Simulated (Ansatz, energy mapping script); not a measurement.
# Spin model of LiNiSe2 in the alpha-NaFeO2 structure from collinear orders, part 2 of 2

Aim: the exchange couplings of LiNiSe2 in the alpha-NaFeO2 structure from the energies of a few collinear orders, and the ordering temperature that they give.

PBEsol with U = 7.8 eV on Ni d, ortho-atomic projectors; plane waves, U on orthogonalised atomic orbitals unless named otherwise, collinear spin, no spin–orbit coupling.

So far. Step 8 (Run 5 (parallel; cell C, 8 atoms)): The run ends ferromagnetic. For each magnetic atom its energy differs from the parallel run of the first cell by 0.13 meV, an error that one common reference would have brought in. Step 9 (Order 6: compensated +−, cell C of 8 atoms): The run ends antiferromagnetic, 89.66 meV a magnetic atom above the parallel order of its cell (energies taken at zero occupation width, not the printed F).

### Step 10. Parallel start in cell D (8 atoms)

This run holds the same structure in another cell (b 6.229 → 3.596 Å, c 6.444 → 12.377 Å, α 99.3 → 81.6°, β 106.2 → 81.6°, γ 90.0 → 60.0°).

Contents of input.yaml:

```yaml
crystal:
  lattice:
    - [1.798064091, -3.114338361, 8.704e-06]
    - [3.596128182, 0.0, 0.0]
    - [1.798064091, -1.038078685, 12.201403716]
  atoms:
    - { symbol: Li, position: [0.0, 0.0, 0.0] }
    - { symbol: Li, position: [0.5, 0.5, 0.5] }
    - { symbol: Ni, position: [0.75, 0.75, 0.75], spin: 2.0 }
    - { symbol: Ni, position: [0.25, 0.25, 0.25], spin: 2.0 }
    - { symbol: Se, position: [0.878190187, 0.878190187, 0.365429439] }
    - { symbol: Se, position: [0.378190187, 0.378190187, 0.865429439] }
    - { symbol: Se, position: [0.621809813, 0.621809813, 0.134570561] }
    - { symbol: Se, position: [0.121809813, 0.121809813, 0.634570561] }
magnetization:
  spin_polarized: true
kpoints:
  mp_grid: { grid: [12, 12, 12] }
hamiltonian:
  xc: pbesol
  hubbard:
    sites:
      - { species: Ni, l: d, u_eff: 7.8 }
      - { site: 2, l: d, u_eff: 7.8, starting_ns: [{ spin: up, occupation_matrix: ni2_major }, { spin: down, occupation_matrix: ni2_minor }] }
      - { site: 3, l: d, u_eff: 7.8, starting_ns: [{ spin: up, occupation_matrix: ni2_major }, { spin: down, occupation_matrix: ni2_minor }] }
    projectors: ortho-atomic
    occupation_matrices:
      ni2_major:
        matrix:
          - [0.995, 0.0, 0.0, 0.0, 0.0]
          - [0.0, 0.983, 0.0, 0.0, 0.009]
          - [0.0, 0.0, 0.983, 0.009, 0.0]
          - [0.0, 0.0, 0.009, 0.989, 0.0]
          - [0.0, 0.009, 0.0, 0.0, 0.989]
      ni2_minor:
        matrix:
          - [0.993, 0.0, 0.0, 0.0, 0.0]
          - [0.0, 0.531, 0.0, 0.0, 0.317]
          - [0.0, 0.0, 0.531, 0.317, 0.0]
          - [0.0, 0.0, 0.317, 0.775, 0.0]
          - [0.0, 0.317, 0.0, 0.0, 0.775]
scf:
  occupations: { method: fermi_dirac, width: 0.03 }
output:
  eigenvalues: true
```

Started as:

```sh
> ansatz run input.yaml --threads 4 --pin off --max-ram 8192MiB --backend cpu --events-out ev --progress --plain --runs-dir out
```

Run time: 3.4 min. Hardware: 4 threads of Arm Neoverse V2, shared host; peak memory 5.8 GiB; 13 min of CPU time.

The run ends ferromagnetic. For each magnetic atom its energy differs from the parallel run of the first cell by -2.37 meV, an error that one common reference would have brought in.

### Step 11. Compensated +− start in cell D (8 atoms)

This order reverses 0 of the 6 neighbours at 3.60 Å, 0 of the 6 neighbours at 6.23 Å and 6 of the 6 neighbours at 6.44 Å, counted for an average magnetic atom.

input.yaml: that of step 10 with these lines changed.

```diff
@@ -9,3 +9,3 @@
     - { symbol: Ni, position: [0.75, 0.75, 0.75], spin: 2.0 }
-    - { symbol: Ni, position: [0.25, 0.25, 0.25], spin: 2.0 }
+    - { symbol: Ni, position: [0.25, 0.25, 0.25], spin: -2.0 }
     - { symbol: Se, position: [0.878190187, 0.878190187, 0.365429439] }
@@ -24,3 +24,3 @@
       - { site: 2, l: d, u_eff: 7.8, starting_ns: [{ spin: up, occupation_matrix: ni2_major }, { spin: down, occupation_matrix: ni2_minor }] }
-      - { site: 3, l: d, u_eff: 7.8, starting_ns: [{ spin: up, occupation_matrix: ni2_major }, { spin: down, occupation_matrix: ni2_minor }] }
+      - { site: 3, l: d, u_eff: 7.8, starting_ns: [{ spin: up, occupation_matrix: ni2_minor }, { spin: down, occupation_matrix: ni2_major }] }
     projectors: ortho-atomic
```

Elapsed: 4.3 min, on 4 threads; peak memory 5.9 GiB.

The run ends antiferromagnetic, 69.38 meV a magnetic atom above the parallel order of its cell (energies taken at zero occupation width, not the printed F).

### Step 12. The fit

Each energy difference is a sum of couplings weighted by the pairs that the order reverses. A few near shells are fitted to the differences by least squares. Energies are those extrapolated to zero occupation width, not the free energies F.

The orders side by side; each is measured from the parallel order in the same cell and on the same mesh:

```
                      order  atoms  energy (meV a magnetic atom)  moments (μB)  moments kept as typed  opposed neighbours at 3.60, 6.23, 6.44 Å
         parallel in cell A      8                          0.00          1.37                    yes                                   0, 0, 0
   compensated +− in cell A      8                         71.71          1.38                    yes                                   4, 4, 4
         parallel in cell B     12                          0.00          1.37                    yes                                   0, 0, 0
uncompensated ++− in cell B     12                         90.56  1.35 to 1.41                    yes                                4, 0, 2.67
         parallel in cell C      8                          0.00          1.37                    yes                                   0, 0, 0
   compensated +− in cell C      8                         89.66          1.37                    yes                                   4, 4, 2
         parallel in cell D      8                          0.00          1.37                    yes                                   0, 0, 0
   compensated +− in cell D      8                         69.38          1.37                    yes                                   0, 0, 6
```

The Heisenberg fit (each pair counts twice, positive J is ferromagnetic):

```
 pair  distance (Å)  neighbours  J (meV)
Ni–Ni          3.60           6     7.83
Ni–Ni          6.23           6    -1.67
Ni–Ni          6.44           6     5.24
```

These orders cannot tell some unfitted shells from fitted ones: the value at 3.60 Å holds J(3.60) + J(7.19), the value at 6.23 Å holds J(6.23) − J(7.19) and the value at 6.44 Å holds J(6.44) + 2 J(8.21); other unfitted shells add to the values wholly or in part.

Adding the shell at 7.38 Å gives 7.5, -1.7, 3.2 and 2.6 meV, an exact solve that tests nothing.

Limits of this fit: it misses the energies by up to 19 meV, so no temperature is drawn.

### Step 13. What came out

```yaml
lowest_order_tried: parallel
largest_fitted_value_a_combination_of_shells_ni_ni_at_3p60_a: 7.83 meV
```

**Reading.** Of the orders tried, LiNiSe2 in the alpha-NaFeO2 structure prefers parallel moments under PBEsol+U (7.8 eV). The largest fitted value is 7.8 meV, at 3.60 Å. It is a combination of shells that these orders cannot split, so neither its size nor its sign can be laid on that pair alone. The orders also reverse pairs at 7.19 and 7.38 Å, which are not fitted, so the fitted values hold their part too. With 4 differences for 3 couplings the fit misses by 19 meV at most, which is not small: farther shells, terms beyond the Heisenberg form or the mesh can cause that. In the fitted orders moments change by up to 2.5 % against the parallel run of the same cell, so their size stays put. Every order is gapless on its mesh at this level. In a metal exchange reaches farther, and a short model of fixed moments is less apt; where the compound is in fact an insulator, these couplings come from a wrongly metallic state. The cell was built from a prototype and relaxed; a distortion that needs a larger cell, or another structure that the compound may prefer, is not captured.

[Logs and program files are shortened in this print: banners, set-up blocks, solver, clock and traceback lines can be left out without a mark of their own.]

[Logs are printed without paths, hosts, clocks, repeated set-up lines and the standing remarks that a program may print on its own settings, such as how far it seeks lower states.]

[Hosts, paths, dates, database ids (printed as entryN), source tags and the programs' standing remarks are cut or masked in the printed files.]

[Where a cell is said to come from a database of computed structures, the database is the Materials Project.]
